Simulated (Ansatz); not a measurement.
# Br on Ag(111): change of the work function, part 2 of 3

How does Br on the fcc site change the work function of Ag(111) as the layer fills?

Ansatz 0.2.0; plane-wave DFT, PBE, Ansatz PAW.

So far, work function, upper face (eV): step 2 (the clean slab) 4.47.

## Step 3: The covered slab, k-mesh 6×6×1, coverage 0.25 ML

System of this step: Br/Ag(111). The cell holds 17 atoms: 16 Ag and 1 Br. Its edges and angles: a = 5.784 Å, b = 5.784 Å, c = 27.320 Å, α = 90.0°, β = 90.0°, γ = 60.0°. Vacuum lies along c.

The clean slab as it ended is repeated in the plane and the adsorbate is set on one face; the cell's size fixes the coverage, and the k-mesh shrinks with it to keep the sampling density about even. Adsorbate and upper layers relax, since the dipole depends on the height.

File input.yaml:

```yaml
crystal:
  lattice:
    - [5.7841334702, 1.0e-10, 0.0]
    - [2.892066735, 5.0092065241, 0.0]
    - [0.0, 0.0, 27.3204433298]
  atoms:
    - { symbol: Ag, position: [0.0, 0.0, 0.3294236441] }
    - { symbol: Ag, position: [0.1666666667, 0.1666666667, 0.4158557189] }
    - { symbol: Ag, position: [0.3333333333, 0.3333333333, 0.503287698] }
    - { symbol: Ag, position: [0.0, 0.0, 0.5915438876] }
    - { symbol: Ag, position: [0.0, 0.5, 0.3294236441] }
    - { symbol: Ag, position: [0.1666666667, 0.6666666667, 0.4158557189] }
    - { symbol: Ag, position: [0.3333333333, 0.8333333333, 0.503287698] }
    - { symbol: Ag, position: [0.0, 0.5, 0.5915438876] }
    - { symbol: Ag, position: [0.5, 0.0, 0.3294236441] }
    - { symbol: Ag, position: [0.6666666667, 0.1666666667, 0.4158557189] }
    - { symbol: Ag, position: [0.8333333333, 0.3333333333, 0.503287698] }
    - { symbol: Ag, position: [0.5, 0.0, 0.5915438876] }
    - { symbol: Ag, position: [0.5, 0.5, 0.3294236441] }
    - { symbol: Ag, position: [0.6666666667, 0.6666666667, 0.4158557189] }
    - { symbol: Ag, position: [0.8333333333, 0.8333333333, 0.503287698] }
    - { symbol: Ag, position: [0.5, 0.5, 0.5915438876] }
    - { symbol: Br, position: [0.1666666667, 0.1666666667, 0.6705763559] }
kpoints:
  mp_grid: { grid: [6, 6, 1] }
hamiltonian:
  xc: pbe
scf:
  occupations: { method: fermi_dirac, width: 0.1 }
  convergence: { dr2_threshold: 1.0e-08 }
efield:
  axis: 3
  dipole_correction: true
  ramp_position: 0.97
  ramp_width: 0.06
relax:
  f_tol: 0.02
  max_steps: 60
  constraints: [{ sites: [0, 1, 4, 5, 8, 9, 12, 13] }]
output:
  dos: { projected: true, e_range: [-8, 4] }
  write_potential: true
  write_density: true
  volumetric_format: npy
  elf: true
```

Command:

```
$ ansatz run input.yaml --threads 4 --pin off --max-ram 6144MiB --backend cpu --events-out ev --progress --plain --runs-dir out
```

Numbers of over 12 decimals in the logs are rounded to 6 here.

Output:

```text
[...]
Crystal: 17 atoms, lattice volume = 791.580 Å³
Basis set: ecut = 420 eV, 15571 PW (Γ), exchange–correlation on 80×80×384 points (8 copies of the dense FFT grid, shifted against one another)
Bands: 187, of which v1, the nominal top of the filled ones, is band 156 counted from 1 (155 counted from 0)
Symmetry: 6 space group operations
[...]
k-points: 7 of 36 (time reversal used)
[...]
SCF iter   1: F=—  HF=-124230.564123 eV  |F-HF|=—  |Δ(HF+E_count)|=         —  Δρ=1.63e-3  dr2=3.09e-1  ethr=1.77e-3  p=-0.158 e·Å  D=-3.60e-2 V/Å  ΔV_dip=0.98 eV  dr2_dipole=1.03e-1  V_vac-E_F(+/−)=5.36/4.38 eV  ⟨swp⟩=6.4  Hψ=5151  notcnv=0  defer=109
[...]
SCF iter   9: F=-124230.574238 eV  HF=-124230.574238 eV  |F-HF|=6.37e-9  |Δ(HF+E_count)|=   2.67e-8  Δρ=5.26e-7  dr2=2.80e-9  ethr=3.22e-12  p=-0.125 e·Å  D=-2.85e-2 V/Å  ΔV_dip=0.78 eV  dr2_dipole=1.49e-10  V_vac-E_F(+/−)=5.26/4.48 eV  ⟨swp⟩=17.1  Hψ=10424  notcnv=0
SCF 1 converged in 9 iterations: F = -124230.574238 eV  dr2 = 2.80e-9
[...]
relax step   1: F+E_penalty+E_count = -124230.57423759 eV  Δ(F+E_penalty+E_count) = +0.000e0 eV  max|allowed force component| = 3.411e-1 eV/Å  Δτ_max = 0.0000 Å  (9 SCF iters, accepted)
[...]
SCF iter   8: F=-124230.598412 eV  HF=-124230.598412 eV  |F-HF|=2.62e-8  |Δ(HF+E_count)|=   1.01e-7  Δρ=8.28e-7  dr2=4.10e-9  ethr=3.22e-12  p=-0.150 e·Å  D=-3.43e-2 V/Å  ΔV_dip=0.94 eV  dr2_dipole=8.00e-12  V_vac-E_F(+/−)=5.43/4.49 eV  ⟨swp⟩=14.6  Hψ=9520  notcnv=0
SCF 2 converged in 8 iterations: F = -124230.598412 eV  dr2 = 4.10e-9
relax step   2: F+E_penalty+E_count = -124230.59841230 eV  Δ(F+E_penalty+E_count) = -2.417e-2 eV  max|allowed force component| = 2.449e-1 eV/Å  Δτ_max = 0.1089 Å  (8 SCF iters, accepted)
SCF iter   1: F=—  HF=-124230.610372 eV  |F-HF|=—  |Δ(HF+E_count)|=         —  Δρ=4.04e-4  dr2=2.95e-3  ethr=1.48e-5  p=-0.150 e·Å  D=-3.43e-2 V/Å  ΔV_dip=0.94 eV  dr2_dipole=9.83e-4  V_vac-E_F(+/−)=5.43/4.49 eV  ⟨swp⟩=3.0  Hψ=2848  notcnv=0  defer=134
[...]
SCF iter   8: F=-124230.610689 eV  HF=-124230.610689 eV  |F-HF|=2.44e-9  |Δ(HF+E_count)|=   2.56e-8  Δρ=3.67e-7  dr2=1.09e-9  ethr=3.22e-12  p=-0.144 e·Å  D=-3.30e-2 V/Å  ΔV_dip=0.90 eV  dr2_dipole=1.69e-11  V_vac-E_F(+/−)=5.39/4.49 eV  ⟨swp⟩=13.3  Hψ=9254  notcnv=0
SCF 3 converged in 8 iterations: F = -124230.610689 eV  dr2 = 1.09e-9
relax step   3: F+E_penalty+E_count = -124230.61068862 eV  Δ(F+E_penalty+E_count) = -1.228e-2 eV  max|allowed force component| = 2.149e-2 eV/Å  Δτ_max = 0.0225 Å  (8 SCF iters, accepted)
SCF iter   1: F=—  HF=-124230.610147 eV  |F-HF|=—  |Δ(HF+E_count)|=         —  Δρ=3.95e-5  dr2=7.82e-5  ethr=6.36e-8  p=-0.144 e·Å  D=-3.30e-2 V/Å  ΔV_dip=0.90 eV  dr2_dipole=3.46e-5  V_vac-E_F(+/−)=5.39/4.49 eV  ⟨swp⟩=3.0  Hψ=2864  notcnv=0
[...]
SCF iter   5: F=-124230.610767 eV  HF=-124230.610767 eV  |F-HF|=7.28e-9  |Δ(HF+E_count)|=   4.64e-9  Δρ=5.92e-7  dr2=3.73e-9  ethr=3.22e-12  p=-0.143 e·Å  D=-3.27e-2 V/Å  ΔV_dip=0.89 eV  dr2_dipole=4.90e-10  V_vac-E_F(+/−)=5.38/4.49 eV  ⟨swp⟩=11.6  Hψ=9180  notcnv=0
SCF 4 converged in 5 iterations: F = -124230.610767 eV  dr2 = 3.73e-9
relax step   4: F+E_penalty+E_count = -124230.61076749 eV  Δ(F+E_penalty+E_count) = -7.887e-5 eV  max|allowed force component| = 3.676e-3 eV/Å  Δτ_max = 0.0018 Å  (5 SCF iters, accepted)
NSCF: frozen V_eff on 7 k-points
[...]
WARN: The output density's exchange-correlation potential varies sharply where the density is thin. Do not read a vacuum level from v_tot or v_xc, or from such a field of the output density. On a cell that repeats whose density bears no net charge and no dipole along the vacuum's axis use v_es (v_loc + v_h of the components); under efield.dipole_correction with no amplitude use v_es + v_field, which holds any externa [...]
SCF converged after 5 iterations
Free energy (F): -124230.610767 eV
[...]
Internal energy: -124230.454495 eV  (E = F + TS)
E sigma→0 (E₀):  -124230.532631 eV
Entropy (-TS):   -0.156272 eV (-9.192 meV/atom)
Fermi energy:    3.094162 eV
Dipole field:    D = -0.032727 V/Å  (p = -0.143168 e·Å, saw-weighted, corrected)
Work function:   Φ+ = 5.3818 eV   Φ− = 4.4876 eV
[...]
--- Forces (eV/Å), atoms counted from 1 ---
  atom   1  Ag    -0.00108803    -0.00062817    -0.16013042
  atom   2  Ag    -0.00000000    -0.00000000     0.12391363
  atom   3  Ag     0.00005300     0.00003060    -0.00090275
  atom   4  Ag    -0.00016020    -0.00009249     0.00201903
  atom   5  Ag    -0.00000000     0.00125635    -0.16013042
  atom   6  Ag    -0.04300687     0.02483003     0.16779378
  atom   7  Ag     0.00000000    -0.00006120    -0.00090275
  atom   8  Ag    -0.00000000     0.00018498     0.00201903
  atom   9  Ag     0.00108803    -0.00062817    -0.16013042
  atom  10  Ag     0.00000000    -0.04966005     0.16779378
  atom  11  Ag    -0.00005300     0.00003060    -0.00090275
  atom  12  Ag     0.00016020    -0.00009249     0.00201903
  atom  13  Ag    -0.00000000    -0.00000000    -0.14565280
  atom  14  Ag     0.04300687     0.02483003     0.16779378
  atom  15  Ag    -0.00000000     0.00000000     0.00129431
  atom  16  Ag    -0.00000000     0.00000000    -0.00223702
  atom  17  Br     0.00000000    -0.00000000    -0.00367595
  max |Σ_I F_I| component: 1.89e-5 eV/Å
--- Band table (eV; the first three rows and the last of 7) ---
  k-point 0: bands = [... 152 lower, 3.2787, 3.2895, 3.2895, 3.7175, 4.0429, 4.0429, 4.1841, 4.5518, ... 27 higher]
  k-point 1: bands = [... 152 lower, 2.5923, 2.8462, 3.0700, 3.1208, 3.7543, 3.7616, 4.0692, 4.3958, ... 27 higher]
  k-point 2: bands = [... 152 lower, 1.6774, 2.8442, 2.8826, 3.0450, 3.4061, 3.6603, 3.8755, 4.8975, ... 27 higher]
  k-point 6: bands = [... 152 lower, 1.1384, 1.4163, 2.4950, 2.5158, 2.9949, 4.6249, 4.6991, 5.1301, ... 27 higher]
--- Relaxed structure (4 steps of the walk, 4 accepted, 0 SCFs on fresh bases) ---
  F+E_penalty+E_count = -124230.61076749 eV   max|allowed force component| = 3.676e-3 eV/Å
  atoms:
[...]
- { symbol: Ag, position: [0.166667, 0.166667, 0.415856] }
    - { symbol: Ag, position: [0.332463, 0.332463, 0.503080] }
    - { symbol: Ag, position: [-0.00205976, -0.00205976, 0.592371] }
    - { symbol: Ag, position: [0.0, 0.5, 0.3294236441] }
    - { symbol: Ag, position: [0.166667, 0.666667, 0.415856] }
    - { symbol: Ag, position: [0.332463, 0.835075, 0.503080] }
    - { symbol: Ag, position: [-0.00205976, 0.504120, 0.592371] }
    - { symbol: Ag, position: [0.5, -1.7959490104895715e-17, 0.3294236441] }
    - { symbol: Ag, position: [0.666667, 0.166667, 0.415856] }
    - { symbol: Ag, position: [0.835075, 0.332463, 0.503080] }
    - { symbol: Ag, position: [0.504120, -0.00205976, 0.592371] }
    - { symbol: Ag, position: [0.500000, 0.500000, 0.3294236441] }
    - { symbol: Ag, position: [0.666667, 0.666667, 0.415856] }
    - { symbol: Ag, position: [0.833333, 0.833333, 0.505876] }
    - { symbol: Ag, position: [0.500000, 0.500000, 0.588316] }
    - { symbol: Br, position: [0.166667, 0.166667, 0.672617] }
```

It took 91 s on 4 threads of Intel Xeon Platinum 8259CL at 2.50GHz (Skylake/Cascade Lake), shared host; peak memory 3.5 GiB; 5.9 min of CPU time.

This run has no spin polarisation although its electron count is odd.

The steps of the relaxation:

```
step  energy less that of the first step (eV)  largest force component (eV/Å)
   1                                   0.0000                          0.3411
   2                                  -0.0242                          0.2449
   3                                  -0.0365                          0.0215
   4                                  -0.0365                          0.0037
```

The run keeps the 6 symmetry operations that it works with, so distortions that break them were not tested.

The atoms that moved most (Å):

```
atom      dx      dy      dz  length
Ag16   0.000   0.000  -0.088   0.088
Ag15   0.000   0.000   0.071   0.071
Br17   0.000   0.000   0.056   0.056
 Ag4  -0.018  -0.010   0.023   0.031
Ag12   0.018  -0.010   0.023   0.031
 Ag8   0.000   0.021   0.023   0.031
 Ag7   0.000   0.009  -0.006   0.010
 Ag3  -0.008  -0.004  -0.006   0.010
```

The relaxed structure:

```xyz
17
Lattice="5.7841 0.0000 0.0000 2.8921 5.0092 0.0000 0.0000 0.0000 27.3204" Properties=species:S:1:pos:R:3
Ag    0.0000    0.0000    9.0000
Ag    1.4460    0.8349   11.3614
Ag    2.8845    1.6654   13.7444
Ag   -0.0179   -0.0103   16.1838
Ag    1.4460    2.5046    9.0000
Ag    2.8921    3.3395   11.3614
Ag    4.3381    4.1831   13.7444
Ag    1.4460    2.5252   16.1838
Ag    2.8921    0.0000    9.0000
Ag    4.3381    0.8349   11.3614
Ag    5.7917    1.6654   13.7444
Ag    2.9099   -0.0103   16.1838
Ag    4.3381    2.5046    9.0000
Ag    5.7841    3.3395   11.3614
Ag    7.2302    4.1743   13.8208
Ag    4.3381    2.5046   16.0731
Br    1.4460    0.8349   18.3762
```

Numbers from this step:

| Property | Result |
| --- | --- |
| energy at zero smearing | -124230.5326 eV |
| work function, upper face | 5.382 eV |
| work function, lower face | 4.488 eV |
| dipole along the normal | -0.1432 e·Å |
| step between the vacuum levels | 0.8941 eV |

Running mean over 2.361 Å of the planar mean; the ramp of the sawtooth is left out. The electron's electrostatic potential energy less the Fermi level by z:

z (Å), electron's electrostatic potential energy less the Fermi level (eV) and a bar from the least value:
```
        4       4.49 ############################
        5       4.48 ############################
        6       4.42 ###########################
        7       3.53 #########################
        8      -2.19 ##########
        9      -5.78 #
       10      -5.97 
       11      -6.01 
       12      -5.82 #
       13      -5.76 #
       14      -5.93 
       15      -5.74 #
       16      -5.90 
       17      -4.19 #####
       18       0.49 #################
       19       2.39 ######################
       20       4.74 ############################
       21       5.35 ##############################
       22       5.38 ##############################
       23       5.38 ##############################
       24       5.38 ##############################
```

The density of states has structure finer than the step of the table below, so its rows give means over 0.25 eV, whole bins alone (the curve runs from -8 to 1.98 eV). Peaks (eV: height): -5.650: 70.5, -5.260: 72.3, -4.990: 111, -4.540: 109, -3.250: 74.6, -3.040: 89.9, -2.890: 71.5.

Density of states against energy, zero at the Fermi level; means over each step:

```
energy (eV)  density of states (states/eV a cell)
      -7.50                                     0
      -7.25                                 0.540
      -7.00                                  1.10
      -6.75                                  1.30
      -6.50                                  1.74
      -6.25                                  4.56
      -6.00                                  25.7
      -5.75                                  49.1
      -5.50                                  44.2
      -5.25                                  49.1
      -5.00                                  47.1
      -4.75                                  44.9
      -4.50                                  71.9
      -4.25                                  52.4
      -4.00                                  52.8
      -3.75                                  46.1
      -3.50                                  59.7
      -3.25                                  55.8
      -3.00                                  59.5
      -2.75                                  19.9
      -2.50                                  6.90
      -2.25                                  6.60
      -2.00                                  8.82
      -1.75                                  4.91
      -1.50                                  3.87
      -1.25                                  3.36
      -1.00                                  3.08
      -0.75                                  5.08
      -0.50                                  4.59
      -0.25                                  6.03
       0.00                                  4.76
       0.25                                  1.54
       0.50                                  6.28
       0.75                                  5.84
       1.00                                  5.08
       1.25                                  3.48
       1.50                                  5.25
       1.75                                  6.20
```

Projected DOS per atom over height of the atomic layer and energy from the Fermi level. Layers: Ag4 Ag4 Ag4 Ag4 Br from below.

Values in states/eV, 22 rows by 5 columns, each cell a mean:
```
0.14 0.20 0.21 0.16 0.12
0.12 0.15 0.17 0.12 0.09
0.24 0.18 0.18 0.25 0.20
0.25 0.17 0.14 0.25 0.16
0.22 0.24 0.20 0.18 0.26
0.27 0.24 0.24 0.23 0.32
0.25 0.17 0.17 0.21 0.41
0.20 0.22 0.17 0.14 0.47
0.28 0.27 0.32 0.38 2.28
0.17 0.14 0.20 0.57 2.94
1.78 1.92 1.86 1.43 0.79
3.92 3.41 3.30 3.25 0.92
3.87 2.57 3.03 3.58 0.85
3.73 2.51 2.63 3.59 0.92
3.46 3.70 3.58 3.62 0.86
2.19 2.22 2.35 2.57 0.56
2.66 3.33 3.09 2.71 0.39
0.94 2.69 2.48 1.16 0.24
0.08 0.23 0.20 0.11 0.04
0.03 0.12 0.11 0.03 0.01
0.01 0.04 0.04 0.01 0.00
0.00 0.00 0.00 0.00 0.00
```
Columns: height of the atomic layer (Å) from 9 to 18.4; rows upwards: energy from the Fermi level (eV) from -7.96 to 1.95.

ELF in the ca plane at fractional y = 0.167, with atoms of Ag and Br within 0.2 Å of it. It is the smooth field of the valence electrons, not physical close to the nuclei.

Values, 8 rows by 16 columns, each cell a mean:
```
0.25 0.16 0.17 0.17 0.33 0.20 0.23 0.29 0.25 0.61 0.39 0.06 0.00 0.00 0.00 0.00
0.19 0.25 0.40 0.18 0.21 0.17 0.18 0.21 0.09 0.10 0.07 0.01 0.00 0.00 0.00 0.00
0.19 0.40 0.70 0.24 0.18 0.16 0.17 0.18 0.08 0.01 0.00 0.00 0.00 0.00 0.00 0.00
0.19 0.26 0.42 0.19 0.20 0.17 0.18 0.21 0.09 0.08 0.06 0.01 0.00 0.00 0.00 0.00
0.25 0.16 0.17 0.17 0.33 0.20 0.23 0.29 0.23 0.58 0.37 0.06 0.00 0.00 0.00 0.00
0.19 0.25 0.40 0.18 0.22 0.17 0.17 0.18 0.60 0.77 0.68 0.15 0.01 0.00 0.00 0.00
0.19 0.40 0.69 0.23 0.19 0.16 0.14 0.18 0.61 0.21 0.77 0.20 0.01 0.00 0.00 0.00
0.19 0.26 0.43 0.19 0.21 0.17 0.17 0.18 0.62 0.74 0.69 0.15 0.01 0.00 0.00 0.00
```
Columns run along c (16.0 Å, from fractional 0.34 to 0.93 of the cell), rows up along a (5.8 Å). Atoms in or near the plane, at fractional coordinates: Ag at (0.42, 0.17), Ag at (0.42, 0.67), Br at (0.67, 0.17).

Electrostatic potential energy in the ca plane at fractional y = 0.167, with atoms of Ag and Br within 0.2 Å of it. With pseudopotentials it is smooth inside the atoms' cores, unlike the true potential.

Values in eV, 8 rows by 16 columns, each cell a mean:
```
 -5   4   3   4 -12  -1  -4  -8   5   6   8   8   8   8   8   8
  1  -4 -17   2  -1   3   2   0   6   8   8   8   8   8   8   8
  5 -17 -34  -2   5   6   5   5   7   8   8   8   8   8   8   8
  2  -5 -18   2   0   4   2   0   6   8   8   8   8   8   8   8
 -4   4   2   4 -11  -1  -3  -8   5   6   8   8   8   8   8   8
  2  -4 -17   2  -2   3   2   0  -4 -19   5   8   8   8   8   8
  5 -17 -34  -2   5   6   5   4 -17 -36  -2   8   8   8   8   8
  2  -6 -19   2   0   4   2   1  -5 -22   4   8   8   8   8   8
```
Columns run along c (16.0 Å, from fractional 0.34 to 0.93 of the cell; values clipped at the 3rd and 97th percentile), rows up along a (5.8 Å). Atoms in or near the plane, at fractional coordinates: Ag at (0.42, 0.17), Ag at (0.42, 0.67), Br at (0.67, 0.17).

Valence density in the ca plane at fractional y = 0.167, with atoms of Ag and Br within 0.2 Å of it. It is the smooth field of the valence electrons, not physical close to the nuclei.

Values in e/Å³, 8 rows by 16 columns, each cell a mean:
```
 1  0  0  0  1  0  1  1  0  0  0  0  0  0  0  0
 0  1  3  0  0  0  0  0  0  0  0  0  0  0  0  0
 0  4 13  1  0  0  0  0  0  0  0  0  0  0  0  0
 0  1  3  0  0  0  0  0  0  0  0  0  0  0  0  0
 1  0  0  0  1  0  1  1  0  0  0  0  0  0  0  0
 0  1  3  0  0  0  0  0  1  1  0  0  0  0  0  0
 0  4 13  1  0  0  0  0  1  1  0  0  0  0  0  0
 0  1  4  0  0  0  0  0  1  1  0  0  0  0  0  0
```
Columns run along c (16.0 Å, from fractional 0.34 to 0.93 of the cell), rows up along a (5.8 Å). Atoms in or near the plane, at fractional coordinates: Ag at (0.42, 0.17), Ag at (0.42, 0.67), Br at (0.67, 0.17).

The relaxation took 4 steps and lowered the energy by 0.037 eV; the largest force on the free atoms ends at 0.0037 eV/Å.

By hand: a sheet of dipoles makes a step −p/(ε₀A) in the electron's potential. With e/ε₀ = 180.95 V·Å, p = -0.1432 e·Å and A = 28.97 Å², that is −180.95 × (-0.1432) / 28.97 = +0.894 eV, and the two vacuum levels of the run differ by +0.894 eV.

The covered face has 5.38 eV, +0.91 eV against the clean one; the bare back face has moved by +0.04 eV, a measure of how thin the slab is.

(Continued in part 3 of 3.)

[Logs are printed without paths, hosts, clocks, repeated set-up lines and the standing remarks that a program may print on its own settings, such as how far it seeks lower states.]

[Hosts, paths, dates, database ids (printed as entryN), source tags and the programs' standing remarks are cut or masked in the printed files.]

[Maps of the electrostatic potential energy from Ansatz leave out the sawtooth potential of an applied field or a dipole correction, so their vacuum need not be flat; planar profiles and work functions include it.]

[The density of states shown here was stored with 400 of the rows of the run's finer table, so its peaks can read low, often by over a quarter, or be missed, and its means over a window can be off by a tenth or more.]
